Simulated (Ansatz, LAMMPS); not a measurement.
## Localised basis functions on glassy 63GeO2-33Na2O-3Sc2O3 (mol %) (92 atoms)

Aim: test how closely localised support functions follow the reference on glassy 63GeO2-33Na2O-3Sc2O3 (mol %) (92 atoms), and at what cost. A setting counts as converged where the r.m.s. difference of forces stays under 1 % of the r.m.s. force.

Method: Kohn-Sham DFT, PBE, PAW (set soft_2), plane waves, in Ansatz 0.2.0.

## 1. The structure

The cell holds 92 atoms: 19 Ge, 20 Na, 2 Sc and 51 O. Its edges and angles: a = 10.931 Å, b = 10.931 Å, c = 10.931 Å, α = 90.0°, β = 90.0°, γ = 90.0°. 92 atoms (19 Ge, 20 Na, 2 Sc, 51 O) placed at random at 3.5 g/cm³, melted at 4000 K for 10 ps at fixed volume with the Morse and Coulomb pair potential with partial charges (Pedone, Malavasi, Menziani, Cormack and Segre, J. Phys. Chem. B 110, 11780 (2006)). Quenched from 4000 K to 300 K at 25 K/ps and fixed volume, held 10 ps at zero pressure, then minimised at fixed cell.

What the set-up can't give: The quench rate of 25 K/ps is orders of magnitude faster than experiment, which tends to freeze in extra defects. The starting topology of bonds comes from the classical model, and needn't be the one that DFT or experiment would give. The Brillouin zone is sampled at Γ only, in a cell whose shortest periodic width is 11 Å.

## 2. The classical run that made the cell

A classical potential supplies the starting structure, since it reaches far longer times than DFT.

This step: classical MD, Morse and Coulomb pair potential with partial charges (Pedone, Malavasi, Menziani, Cormack and Segre, J. Phys. Chem. B 110, 11780 (2006)) (LAMMPS 22 Jul 2025 - Update 4).

The input, in.lmp:

```
# melt-quench of Ge19Na20Sc2O51
units metal
atom_style charge
boundary p p p
region box block 0 10.9213 0 10.9213 0 10.9213
create_box 4 box
mass 1 72.6300   # Ge
mass 2 22.9898   # Na
mass 3 44.9559   # Sc
mass 4 15.9990   # O
create_atoms 1 random 19 671748 NULL overlap 1.5 maxtry 2000
create_atoms 2 random 20 671755 NULL overlap 1.5 maxtry 2000
create_atoms 3 random 2 671762 NULL overlap 1.5 maxtry 2000
create_atoms 4 random 51 671769 NULL overlap 1.5 maxtry 2000
pair_style hybrid/overlay pedone 5.5 coul/long 8.0
pair_coeff * * coul/long
pair_coeff 1 4 pedone 0.158118 2.294230 2.261313 5   # Ge-O
pair_coeff 2 4 pedone 0.023363 1.763867 3.006315 5   # Na-O
pair_coeff 3 4 pedone 0.000333 3.144445 3.200000 2.6   # Sc-O
pair_coeff 4 4 pedone 0.042395 1.379316 3.618701 22   # O-O
set type 1 charge 2.4
set type 2 charge 0.6
set type 3 charge 1.8
set type 4 charge -1.2
kspace_style pppm 1.0e-4
neigh_modify delay 0 every 1 check yes
thermo_style custom step time temp pe press density
thermo_modify norm yes
timestep 0.002
thermo 100
min_style cg
minimize 1e-4 1e-4 200 2000
reset_timestep 0
velocity all create 4000 671749 mom yes dist gaussian
# [... 14 lines left out ...]
thermo 1666
fix md all npt temp 300 300 0.2 iso 0 0 2
run 5000 post no
unfix md
thermo 100
min_style cg
minimize 0 1e-3 2000 20000
write_dump all custom glass.dump id type xs ys zs modify sort id
```

Run with:

```
> lmp -in in.lmp -log none -nocite
```

The program printed:

```text
LAMMPS (22 Jul 2025 - Update 4)
Created orthogonal box = (0 0 0) to (10.9213 10.9213 10.9213)
Created 19 atoms
Created 20 atoms
Created 2 atoms
Created 51 atoms
PPPM initialization ...
  G vector (1/distance) = 0.38225008
  grid = 12 12 12
  estimated relative force accuracy = 4.9298187e-05
   Step          Time           Temp          PotEng         Press         Density
         0   0              0             -3.0939882      402542.8       3.499996
        81   0.162          0             -11.924581     -3295.5652      3.499996
Loop time of 0.04507 s on 1 MPI rank(s) for 81 steps with 92 atoms
Minimization stats:
  Stopping criterion = energy tolerance
  Energy initial, next-to-last, final =
     -3.09398816870456  -11.9235466572075  -11.9245805412748
  Force two-norm initial, final = 218.32289 1.9110878
  Iterations, force evaluations = 81 101
   Step          Time           Temp          PotEng         Press         Density
         0   0              4000          -11.924581      35284.425      3.499996
       500   1              2051.8768     -11.758747      63065.302      3.499996
      1000   2              2170.1829     -11.770226      17893.493      3.499996
Loop time of 0.374925 s on 1 MPI rank(s) for 1000 steps with 92 atoms
   Step          Time           Temp          PotEng         Press         Density
[... 2 lines left out ...]
      2499   4.998          3616.4503     -11.522509      65470.849      3.499996
      3332   6.664          4592.2021     -11.498011      78913.694      3.499996
      4165   8.33           4305.4726     -11.504613      41861.937      3.499996
      4998   9.996          4022.3502     -11.46243       82162.329      3.499996
      5831   11.662         3476.0733     -11.449333      40039.875      3.499996
[... 1 line left out ...]
Loop time of 1.94278 s on 1 MPI rank(s) for 5000 steps with 92 atoms
   Step          Time           Temp          PotEng         Press         Density
[... 12 lines left out ...]
Loop time of 27.5273 s on 1 MPI rank(s) for 74000 steps with 92 atoms
   Step          Time           Temp          PotEng         Press         Density
[... 3 lines left out ...]
     84966   169.932        266.39658     -12.070883      3762.1152      3.4978014
     85000   170            306.08971     -12.076426     -2108.5788      3.4906636
Loop time of 2.4831 s on 1 MPI rank(s) for 5000 steps with 92 atoms
   Step          Time           Temp          PotEng         Press         Density
     85000   170            306.08971     -12.076426     -2108.6883      3.4906636
     85037   170.074        306.08971     -12.107842     -2930.587       3.4906636
Loop time of 0.0404757 s on 1 MPI rank(s) for 37 steps with 92 atoms
Minimization stats:
  Stopping criterion = linesearch alpha is zero
  Energy initial, next-to-last, final =
      -12.076426148972  -12.1078416118257  -12.1078416118257
  Force two-norm initial, final = 9.802705 0.096591162
  Iterations, force evaluations = 37 99
```

Wall time 33 s (1 thread of Intel Xeon Platinum 8488C (Sapphire Rapids), shared host); peak memory 0.07 GiB.

## 3. Plane-wave single point

This run is the reference for what follows, at a cutoff of 420 eV.

The input, input.yaml:

```yaml
crystal:
  lattice:
    - [10.93102, 0.0, 0.0]
    - [0.0, 10.93102, 0.0]
    - [0.0, 0.0, 10.93102]
  atoms:
    - { symbol: Ge, position: [0.73811, 0.53646, 0.62862] }
    - { symbol: Ge, position: [0.21976, 0.05108, 0.79947] }
    - { symbol: Ge, position: [0.44518, 0.97646, 0.19977] }
    - { symbol: Ge, position: [0.80652, 0.41069, 0.181] }
    - { symbol: Ge, position: [0.14142, 0.98983, 0.23918] }
    - { symbol: Ge, position: [0.50391, 0.03484, 0.89105] }
    - { symbol: Ge, position: [0.71044, 0.55143, 0.93032] }
    - { symbol: Ge, position: [0.65097, 0.08718, 0.393] }
    - { symbol: Ge, position: [0.87564, 0.88178, 0.36143] }
    - { symbol: Ge, position: [0.21107, 0.7174, 0.07269] }
    - { symbol: Ge, position: [0.4643, 0.72649, 0.88956] }
    - { symbol: Ge, position: [0.88878, 0.78796, 0.65443] }
    - { symbol: Ge, position: [0.33255, 0.51759, 0.71865] }
    - { symbol: Ge, position: [0.81081, 0.97661, 0.89013] }
    - { symbol: Ge, position: [0.30114, 0.36302, 0.4644] }
    - { symbol: Ge, position: [0.23729, 0.43338, 0.17584] }
    - { symbol: Ge, position: [0.55432, 0.3315, 0.83419] }
    - { symbol: Ge, position: [0.10684, 0.12749, 0.53248] }
    - { symbol: Ge, position: [0.58272, 0.38862, 0.3946] }
    - { symbol: Na, position: [0.85855, 0.32818, 0.46744] }
    - { symbol: Na, position: [0.86648, 0.28475, 0.72347] }
    - { symbol: Na, position: [0.19319, 0.76043, 0.76542] }
    - { symbol: Na, position: [0.61104, 0.68283, 0.36221] }
    - { symbol: Na, position: [0.0612, 0.37304, 0.67752] }
    - { symbol: Na, position: [0.53902, 0.26385, 0.1198] }
    - { symbol: Na, position: [0.92945, 0.59287, 0.42145] }
    - { symbol: Na, position: [0.59386, 0.85528, 0.64918] }
    - { symbol: Na, position: [0.90069, 0.71015, 0.09947] }
    - { symbol: Na, position: [0.76633, 0.1082, 0.63512] }
    - { symbol: Na, position: [0.03439, 0.91027, 0.00778] }
    - { symbol: Na, position: [0.51825, 0.52485, 0.13576] }
    - { symbol: Na, position: [0.48546, 0.1609, 0.6147] }
    - { symbol: Na, position: [0.28772, 0.1723, 0.064] }
    - { symbol: Na, position: [0.76964, 0.24749, 0.92643] }
    - { symbol: Na, position: [0.03658, 0.26489, 0.27195] }
    - { symbol: Na, position: [0.67392, 0.78446, 0.13319] }
    - { symbol: Na, position: [0.25962, 0.35625, 0.91771] }
    - { symbol: Na, position: [0.86509, 0.06793, 0.15194] }
    - { symbol: Na, position: [0.36178, 0.67802, 0.32393] }
    - { symbol: Sc, position: [0.01534, 0.56953, 0.84653] }
    - { symbol: Sc, position: [0.02042, 0.23661, 0.99094] }
    - { symbol: O, position: [0.66015, 0.51875, 0.76247] }
    - { symbol: O, position: [0.36625, 0.3836, 0.10431] }
    - { symbol: O, position: [0.65888, 0.47926, 0.50539] }
    - { symbol: O, position: [0.50722, 0.86864, 0.84728] }
    - { symbol: O, position: [0.66386, 0.38914, 0.24961] }
    - { symbol: O, position: [0.96442, 0.1795, 0.56505] }
    - { symbol: O, position: [0.7643, 0.69376, 0.6143] }
    - { symbol: O, position: [0.34463, 0.71545, 0.98936] }
    - { symbol: O, position: [0.87854, 0.47119, 0.61879] }
    - { symbol: O, position: [0.4236, 0.40194, 0.77798] }
    - { symbol: O, position: [0.08307, 0.09424, 0.12998] }
    - { symbol: O, position: [0.91534, 0.85708, 0.51284] }
    - { symbol: O, position: [0.90722, 0.43768, 0.29566] }
    - { symbol: O, position: [0.19297, 0.8467, 0.1586] }
    - { symbol: O, position: [0.65053, 0.26715, 0.72987] }
    - { symbol: O, position: [0.20506, 0.25578, 0.53368] }
    - { symbol: O, position: [0.30562, 0.48216, 0.56868] }
    - { symbol: O, position: [0.67238, 0.23848, 0.4246] }
    - { symbol: O, position: [0.16999, 0.17928, 0.87479] }
    - { symbol: O, position: [0.19391, 0.51675, 0.79038] }
    - { symbol: O, position: [0.66667, 0.03724, 0.87801] }
    - { symbol: O, position: [0.83676, 0.62443, 0.87191] }
    - { symbol: O, position: [0.12679, 0.35837, 0.09561] }
    - { symbol: O, position: [0.58751, 0.65454, 0.9576] }
    - { symbol: O, position: [0.01057, 0.70507, 0.70136] }
    - { symbol: O, position: [0.55276, 0.07134, 0.27052] }
    - { symbol: O, position: [0.77902, 0.53166, 0.08285] }
    - { symbol: O, position: [0.4833, 0.8317, 0.23958] }
    - { symbol: O, position: [0.48242, 0.51125, 0.34396] }
    - { symbol: O, position: [0.78408, 0.01131, 0.35053] }
    - { symbol: O, position: [0.30388, 0.03162, 0.23986] }
    - { symbol: O, position: [0.63491, 0.40406, 0.95119] }
    - { symbol: O, position: [0.79982, 0.75582, 0.31235] }
    - { symbol: O, position: [0.96586, 0.38433, 0.87665] }
    - { symbol: O, position: [0.40478, 0.65172, 0.76046] }
    - { symbol: O, position: [0.90845, 0.09929, 0.90445] }
    - { symbol: O, position: [0.11748, 0.06802, 0.38815] }
    [... 8 atom lines left out ...]
    - { symbol: O, position: [0.15998, 0.04301, 0.65347] }
    - { symbol: O, position: [0.84093, 0.89804, 0.75672] }
    - { symbol: O, position: [0.08633, 0.67854, 0.98752] }
    - { symbol: O, position: [0.50228, 0.20406, 0.91515] }
    - { symbol: O, position: [0.18838, 0.92364, 0.87908] }
    - { symbol: O, position: [0.37809, 0.05896, 0.78642] }
kpoints:
  mp_grid: { grid: [1, 1, 1] }
hamiltonian:
  xc: pbe
scf:
  occupations: { method: fermi_dirac, width: 0.05 }
output:
  forces: true
  stress: true
  populations: true
  dos:
    method: { smearing: { sigma: 0.08 } }
    de: 0.1
    projected: { site_lists: { Ge: [Ge], Na: [Na], O: [O], Sc: [Sc] } }
  eigenvalues: true
  write_density: true
  write_potential: true
  volumetric_format: npy
  elf: true
```

Run with:

```
> ansatz run input.yaml --threads 8 --pin off --max-ram 15872MiB --backend cpu --events-out ev --progress --plain --runs-dir out
```

The program printed:

```text
Engine: ansatz 0.2.0, x86_64-unknown-linux-gnu
Pseudopotentials: kind: paw
Pseudopotential: Ge, paw, valence charge 14, recommended cutoff 420 eV (normal), Ge.paw.azcp
Pseudopotential: Na, paw, valence charge 9, recommended cutoff 420 eV (normal), Na.paw.azcp
Pseudopotential: Sc, paw, valence charge 11, recommended cutoff 420 eV (normal), Sc.paw.azcp
Pseudopotential: O, paw, valence charge 6, recommended cutoff 420 eV (normal), O.paw.azcp
[... 5 lines on functional and potentials left out ...]
Crystal: 92 atoms, lattice volume = 1306.117 Å³
Basis set: ecut = 420 eV, 25533 PW (Γ), exchange–correlation on 150×150×150 points (8 copies of the dense FFT grid, shifted against one another)
Bands: 479, of which v1, the nominal top of the filled ones, is band 387 counted from 1 (386 counted from 0)
Symmetry: 1 space group operations
Space group: P1 (ITA 1), of the structure as read, at distance tolerance 1.1e-4 Å
k-points: 1
[... 9 lines on functional and potentials left out ...]
Initial density: superposition of atomic densities (neutral atoms: chi_scale 0, normalization atom), corrected by the library's trained network
Initial wavefunctions: pseudopotential atomic-orbital guess
Functional: x = pbe(κ = 0.804, μ = 0.219515), c = pbe(β = 0.066725)
SCF iter   1: F=—  HF=-144569.317983 eV  |F-HF|=—  |Δ(HF+E_count)|=         —  Δρ=2.21e-3  dr2=7.87e-2  ethr=1.77e-3  ⟨swp⟩=5.0  Hψ=1849  notcnv=0  defer=63
preconditioner: auto → Resta (q_TF=auto, 2.500 Å⁻¹)  ε∞=2.7  [insulator: Δε(μ)=2.153 eV  Ē_g=21.279 eV  σ=0.050 eV  W_gap=1.00  n_scr=340 (ndim 8)  ℏωp=27.8 eV  f_vac=0.207  D(μ)=0.00/eV (n_scr^D=0)  ε∞_Penn≈2.7]
SCF iter   2: F=—  HF=-144569.315536 eV  |F-HF|=—  |Δ(HF+E_count)|=   2.45e-3  Δρ=1.20e-3  dr2=1.64e-2  ethr=1.02e-5  ⟨swp⟩=2.0  Hψ=711  notcnv=0  defer=82
SCF iter   3: F=—  HF=-144569.318662 eV  |F-HF|=—  |Δ(HF+E_count)|=   3.13e-3  Δρ=5.21e-4  dr2=5.18e-3  ethr=2.13e-6  ⟨swp⟩=2.0  Hψ=573  notcnv=0  defer=82
SCF iter   4: F=—  HF=-144569.320525 eV  |F-HF|=—  |Δ(HF+E_count)|=   1.86e-3  Δρ=2.21e-4  dr2=7.25e-4  ethr=6.69e-7  ⟨swp⟩=2.0  Hψ=572  notcnv=0  defer=82
SCF iter   5: F=—  HF=-144569.320641 eV  |F-HF|=—  |Δ(HF+E_count)|=   1.16e-4  Δρ=1.23e-4  dr2=2.14e-4  ethr=9.36e-8  ⟨swp⟩=2.0  Hψ=595  notcnv=0  defer=82
SCF iter   6: F=—  HF=-144569.320671 eV  |F-HF|=—  |Δ(HF+E_count)|=   3.02e-5  Δρ=4.86e-5  dr2=3.39e-5  ethr=2.76e-8  ⟨swp⟩=2.0  Hψ=552  notcnv=0  defer=82
SCF iter   7: F=—  HF=-144569.318605 eV  |F-HF|=—  |Δ(HF+E_count)|=   2.07e-3  Δρ=1.90e-5  dr2=5.85e-6  ethr=4.38e-9  ⟨swp⟩=2.0  Hψ=862  notcnv=0  defer=82
SCF iter   8: F=—  HF=-144569.318606 eV  |F-HF|=—  |Δ(HF+E_count)|=   1.01e-6  Δρ=8.48e-6  dr2=1.16e-6  ethr=7.55e-10  ⟨swp⟩=2.0  Hψ=762  notcnv=0  defer=82
SCF iter   9: F=—  HF=-144569.318606 eV  |F-HF|=—  |Δ(HF+E_count)|=   1.70e-7  Δρ=3.74e-6  dr2=2.09e-7  ethr=1.50e-10  ⟨swp⟩=2.0  Hψ=762  notcnv=0  defer=82
SCF iter  10: F=-144569.318606 eV  HF=-144569.318606 eV  |F-HF|=2.01e-8  |Δ(HF+E_count)|=   3.18e-8  Δρ=1.61e-6  dr2=3.77e-8  ethr=1.29e-11  ⟨swp⟩=15.0  Hψ=3260  notcnv=0
SCF 1 converged in 10 iterations: F = -144569.318606 eV  dr2 = 3.77e-8
  greatest PAW one-centre occupation: 0.999 electrons in one spin orbital (limit 2), on the Na atom at site 19 (counted from 0), in its partial waves of l = 0
WARN: The input density's exchange-correlation potential varies sharply where the density is thin. Do not read a vacuum level from v_tot or v_xc, or from such a field of the output density. On a cell that repeats whose density bears no net charge and no dipole along the vacuum's axis use v_es (v_loc + v_h of the components); [...]
SCF converged after 10 iterations
Free energy (F): -144569.318606 eV
Harris-Foulkes:  -144569.318606 eV  (|F-HF|=2.01e-8)
Internal energy: -144569.318606 eV  (E = F + TS)
E sigma→0 (E₀):  -144569.318606 eV
Fermi energy:    5.758409 eV
--- Per-component energies (eV) ---
  E_band       = -8946.970695
  E_kinetic    = 14084.164349
  E_local      = -110958.680557  (includes V_loc(G=0)·N_el)
  E_nonlocal   = 13029.116668
  E_hartree    = 45610.140061
  E_xc         = -6195.221855
  E_vxc        = -7305.907744  (∫ρ·V_xc dr)
  E_paw        = -53757.968934  (= ΣΔE_a)
  E_vpaw       = -9016.068796  (= ΣTr[D̂ρ^β])
  E_aug_tail   = 0.132668  (compensation charges beyond the density's cutoff)
  E_ewald      = -46381.001006
  E_smearing   = -0.000000  (= −TS)
  E_closure    = -0.000000  (closes the sum)
  Σ components = -144569.318606   (vs F -144569.318606, Δ=0.00e0)
--- Forces (eV/Å), atoms counted from 1 ---
  atom   1  Ge     0.39382288    -0.61857505     1.42216420
  atom   2  Ge    -0.52638824    -0.45262706     0.99476898
  atom   3  Ge     0.24558221    -1.43873387     0.59904717
  atom   4  Ge     0.58155912    -0.52938389     0.64919999
  atom   5  Ge     0.33581632     0.28168889     0.38852428
  atom   6  Ge    -0.73881786     0.07952849     0.68621994
  atom   7  Ge     0.43622209    -1.04011462    -2.36361133
  atom   8  Ge    -1.04414673    -1.16545226     0.25804489
  atom   9  Ge    -0.85729334    -0.35441825     1.02154916
  atom  10  Ge    -0.00518240    -0.17594866    -0.23356423
  atom  11  Ge    -0.34045796    -0.19671718     0.20265777
  atom  12  Ge     0.08994562    -0.84831756    -0.18285816
  atom  13  Ge     0.74244007    -0.72453257     0.69805266
  atom  14  Ge     0.03046665    -0.92472368     0.87395073
[...]
atom  91  O     -0.47044288    -1.43179486     0.48107443
  atom  92  O      2.17455863     0.29431884    -1.34109584
  max |Σ_I F_I| component: 7.37e-5 eV/Å
--- Stress (GPa, compression-positive) ---
        7.580531       0.855375      -0.155194
        0.855375       6.384456       0.060980
       -0.155194       0.060980       7.744227
  P = ⅓ Tr σ = 7.2364 GPa (72.364 kbar)
--- Band table (eV) ---
  k-point 0: bands = ["-46.1629", "-46.1412", "-46.1168", "-46.0574", [... 463 levels ...], "13.8884", "13.9185", "13.9445", "14.0426", "14.0825", "14.1379", "14.1496", "14.2471", "14.2816", "14.3641", "14.4022", "14.4383"]
--- Löwdin populations: 92 sites ---
  site symbol       q [e]
     0     Ge     12.4842
     1     Ge     12.4906
     2     Ge     12.4666
[...]
91      O      6.8076
  spilling = 0.004630 (of n_electrons = 774.000000)
```

The job ended after 8.2 s (8 threads of Intel Xeon Platinum 8488C (Sapphire Rapids), shared host; peak memory 2.2 GiB).

Reading the cycles: dr2 is the Hartree energy of the density residual (eV), the measure of convergence; HF is the Harris–Foulkes estimate of the energy, which meets the free energy F at convergence.

The program notes that the exchange-correlation potential is rough where the density is thin.

Read from the output:

```yaml
free_energy: -144569.3186 eV
free_energy_per_atom: -1571.4056 eV/atom
scf_cycles: 10
pressure: 7.236 GPa
r_m_s_force_component: 0.8865 eV/Å
longest_force: 2.623 eV/Å
fermi_energy: 5.758 eV
spacing_of_highest_filled_and_lowest_empty_level: 2.059 eV
spilling_of_the_projection: 0.00463
```

The r.m.s. force component of 0.89 eV/Å and the pressure of 7.2 GPa set the scale for the differences below.

[end of part 1 of 3]

[Long decimals in the printed logs are rounded to 6 places.]

[Logs are printed without paths, hosts, clocks, repeated set-up lines and the standing remarks that a program may print on its own settings, such as how far it seeks lower states.]

[Hosts, paths, dates, database ids (printed as entryN), source tags and the programs' standing remarks are cut or masked in the printed files.]
